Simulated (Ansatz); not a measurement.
# Ru chain started as a strip of triangles: one chain at several levels of theory, part 4 of 4

Aim: how far do the period, the moment and the conductance of the Ru chain started as a strip of triangles depend on the functional, the datasets and spin-orbit coupling, and at what cost?

Ansatz 0.2.0; DFT PBE, plane waves, PAW; relaxation of a chain's period (the session's first sound run).

So far, conductance of the lead as this run defines it (G₀): step 3 (the perfect wire, level PBE, cutoff 420 eV) 6.71; step 5 (bands of the perfect wire, level RPBE, cutoff 420 eV) 6.00; step 7 (bands of the perfect wire, level r2SCAN, cutoff 500 eV) 3.50; step 9 (the perfect wire, level PBEsol, cutoff 420 eV) 6.51; step 14 (two-component spinors, moment axis along the chain, PBE spin-orbit) 6.51.

## 15. Two-component spinors, moment axis across the chain

Level of this step: DFT PBE, plane waves, fully relativistic PAW; channels of a perfect chain with spin-orbit coupling (Ansatz).

The starting moment is set across the chain: where a moment survives, spin-orbit coupling makes energy and bands depend on its direction.

Input file input.yaml:

```yaml
crystal:
  lattice:
    - [9.0, 0.0, 0.0]
    - [0.0, 7.5, 0.0]
    - [0.0, 0.0, 2.4651655335]
  atoms:
    - { symbol: Ru, position: [0.381318772, 0.5, 0.0], spin: 1.18, spin_axis: [0.0, 1.0, 0.0] }
    - { symbol: Ru, position: [0.618681228, 0.5, 0.5], spin: 1.18, spin_axis: [0.0, 1.0, 0.0] }
kpoints:
  mp_grid: { grid: [1, 1, 33] }
  band_path: { path: ["Γ", Z], npoints: 60 }
scf:
  occupations: { method: fermi_dirac, width: 0.05 }
hamiltonian:
  xc: pbe
  pseudopotentials: { kind: paw_fr }
output:
  transmission:
    e_range: [-0.42, 0.42]
    de: 0.035
    kmesh: [1, 1]
    reduced_basis: false
    leads: [[0, 0]]
magnetization:
  noncollinear: true
  spin_orbit: true
```

Run with:

```sh
$ ansatz run input.yaml --threads 4 --pin off --max-ram 8192MiB --backend cpu --events-out ev --progress --plain --runs-dir out
```

Numbers of over 12 decimals in the logs are rounded to 6 here.

The log of the run:

```text
[...]
Crystal: 2 atoms, lattice volume = 166.399 Å³
Basis set: ecut = 420 eV, 3235 PW (Γ)
Bands: 40, of which v1, the nominal top of the filled ones, is band 32 counted from 1 (31 counted from 0)
Symmetry: 4 space group operations + 4 with time reversal
[...]
k-points: 17 of 33
Projection manifold: j_resolved (fully-relativistic pseudo-atomic orbitals)
[...]
--- Transmission ---
  basis      : 595 plane waves across, 4 finite elements along
  points     : 1, standing for a mesh of 1 x 1
[...]
crystal 0  : Ru2, at the sites [0, 0], period 2.4652 Å: whole cells are its period
[...]
filled         : 6.1 meV over the level at which it is neutral
    channels       : 1.400000e1 of both spins
[...]
[key lines of the parts left out:]
SCF converged after 20 iterations
Magnetization: |M| = 3.0269 μB,  M = (-0.0000, +3.0269, +0.0000) μB
Free energy (F): -11754.140218 eV
Fermi energy:    0.183143 eV
```

Run time: 9.6 min. Hardware: 4 threads of Intel Xeon 6975P-C (Granite Rapids), shared host; peak memory 5.5 GiB.

This step gave:

```
energy at zero smearing                        : -11754.1228 eV
total moment                                   : 3.027 μB
absolute moment                                : 3.063 μB
conductance of the lead as this run defines it : 6.429 G₀
```

The open channels of the lead, both spins by energy, zero at the Fermi level:

```csv
energy (eV),"open channels of the lead, both spins"
-0.420,9
-0.385,11
-0.350,11
-0.315,10
-0.280,10
-0.245,10
-0.210,13
-0.175,13
-0.140,13
-0.105,13
-0.070,13
-0.035,14
0.000,14
0.035,12
0.070,12
0.105,10
0.140,12
0.175,12
0.210,11
0.245,13
0.280,13
0.315,13
0.350,13
0.385,13
0.420,13
```

At the computed energy nearest the Fermi level there are 14 spinor channels, and the thermal average gives 6.43 G₀. The run ends with an absolute moment of 3.06 μB a cell.

## 16. A varied input

This step: DFT PBE, plane waves, PAW; channels and complex bands of a perfect chain; changed: output.transmission.e_range = [1, -1], scf.max_iter = 75 (Ansatz 0.2.0).

The input of the run on the perfect lead (PBE) is made doubtful on purpose. The ELF is not written this time.

Input file input.yaml:

```yaml
crystal:
  lattice:
    - [9.0, 0.0, 0.0]
    - [0.0, 7.5, 0.0]
    - [0.0, 0.0, 2.4651655335]
  atoms:
    - { symbol: Ru, position: [0.381318772, 0.5, 0.0], spin: 1.18 }
    - { symbol: Ru, position: [0.618681228, 0.5, 0.5], spin: 1.18 }
magnetization:
  spin_polarized: true
kpoints:
  mp_grid: { grid: [1, 1, 33] }
  band_path: { path: ["Γ", Z], npoints: 60 }
scf:
  occupations: { method: fermi_dirac, width: 0.05 }
  max_iter: 75
hamiltonian:
  xc: pbe
output:
  transmission:
    e_range: [1, -1]
    de: 0.035
    kmesh: [1, 1]
    reduced_basis: true
    leads: [[0, 0]]
  dos: { projected: true, e_range: [-6, 4] }
  write_potential: true
  write_density: true
  volumetric_format: npy
```

The log of the run:

```text
Error: invalid value for `output.transmission.e_range`: [1, -1] eV must be finite with min < max
```

The job ended after 0.04 s (4 threads; peak memory 0.09 GiB).

The input was rejected at the start.

The program's message: “Error: invalid value for `output.transmission.e_range`: [1, -1] eV must be finite with min < max”

The change that led to it: output.transmission.e_range = [1, -1].

## 17. The same system on other settings

This step: DFT PBE, plane waves, PAW; channels and complex bands of a perfect chain; changed: output.transmission.temperature = 600.0, output.transmission.reduced_basis = false (Ansatz 0.2.0).

The atoms of the run on the perfect lead (PBE) are kept and the input is varied, to see whether the result depends on it. The ELF is not written this time.

input.yaml, the sections that differ from step 16:

```yaml
scf:
  occupations: { method: fermi_dirac, width: 0.05 }
output:
  transmission:
    e_range: [-2, 2]
    de: 0.035
    kmesh: [1, 1]
    reduced_basis: false
    leads: [[0, 0]]
    temperature: 600.0
  dos: { projected: true, e_range: [-6, 4] }
  write_potential: true
  write_density: true
  volumetric_format: npy
# crystal, magnetization, kpoints, hamiltonian: as in step 16
```

The log of the run:

```text
[...]
Crystal: 2 atoms, lattice volume = 166.399 Å³
Basis set: ecut = 420 eV, 3235 PW (Γ)
Bands: 22, of which v1, the nominal top of the filled ones, is band 16 counted from 1 (15 counted from 0)
Symmetry: 8 space group operations
[...]
k-points: 17 of 33
[...]
Starting moments: Σ|m| = 2.36 μB on 2 of 2 sites
[...]
--- Transmission ---
  basis      : 595 plane waves across, 4 finite elements along
  points     : 1, standing for a mesh of 1 x 1
[...]
crystal 0  : Ru2, at the sites [0, 0], period 2.4652 Å: whole cells are its period
[...]
filled         : 3.5 meV over the level at which it is neutral
    channels       : 7.000000e0 up, 6.000000e0 down
[...]
[key lines of the parts left out:]
SCF converged after 11 iterations
Magnetization: 3.0953 μB (17.5477 up, 14.4523 down)
Free energy (F): -11750.982991 eV
Fermi energy:    0.204665 eV
```

Run time: 4 min. Hardware: 4 threads; peak memory 4.2 GiB; 15 min of CPU time.

Numbers from this step:

| Quantity | Value |
| --- | --- |
| energy at zero smearing | -11750.9661 eV |
| total moment | 3.095 μB |
| absolute moment | 3.121 μB |
| conductance of the lead as this run defines it | 6.712 G₀ |

It took 4 min against 1.8 min for the run it varies, and the conductance is 6.71 G₀ against 6.71 G₀.

The total moment, absolute moment, channels at the energy nearest the Fermi level, spin up and channels at the energy nearest the Fermi level, spin down stay within 0.2 % plus 0.001 of the run it varies.

## 18. Summary of results

```
cell length, PBE                                                   : 2.465 Å
cell length, RPBE                                                  : 2.564 Å
cell length, r2SCAN                                                : 2.581 Å
cell length, PBEsol                                                : 2.404 Å
cell length, PBE, NC files                                         : 2.471 Å
cell length, PBE, no spin                                          : 2.421 Å
conductance, PBE                                                   : 6.71 G₀
absolute moment, PBE                                               : 3.12 μB
conductance, RPBE                                                  : 6.00 G₀
absolute moment, RPBE                                              : 3.94 μB
conductance, r2SCAN                                                : 3.50 G₀
absolute moment, r2SCAN                                            : 5.18 μB
conductance, PBEsol                                                : 6.51 G₀
absolute moment, PBEsol                                            : 1.92 μB
conductance, with spin-orbit coupling, moment along the chain      : 6.51 G₀
absolute moment, with spin-orbit coupling, moment along the chain  : 3.08 μB
conductance, with spin-orbit coupling, moment across the chain     : 6.43 G₀
absolute moment, with spin-orbit coupling, moment across the chain : 3.06 μB
```

What this shows: Under PBE the cell's length is 2.47 Å, the absolute moment is 3.12 μB a cell, and it is a metal with 7 spin-up and 6 spin-down channels next to the Fermi level, 6.71 G₀ at 300 K (3.50 to 6.71 over the functionals). The cell's length spans 7.4 % over the functionals, shortest under PBEsol and longest under r2SCAN. A perfect wire passes every open channel, so the conductance counts half a G₀ for each forward-moving state at the Fermi level, spin by spin; the value here is no such multiple, since a band edge lies within the thermal window. At the relaxed period it forms two rows 2.14 Å apart, with 2.47 Å between atoms of unlike rows and 2.47 Å along a row: a strip of triangles. With spin-orbit coupling the conductance is 6.51 G₀ for the moment along the chain and 6.43 G₀ across it, and the moment across the chain lies 5.7 meV a cell lower. Spin polarisation changes the energy by -0.113 eV a cell and the cell's length by 1.8 %. Transport is coherent and elastic here: the atoms are frozen, so scattering by vibrations plays no part. No search over magnetic orders was made; another may lie lower.

[Logs are printed without paths, hosts, clocks, repeated set-up lines and the standing remarks that a program may print on its own settings, such as how far it seeks lower states.]

[Hosts, paths, dates, database ids (printed as entryN), source tags and the programs' standing remarks are cut or masked in the printed files.]
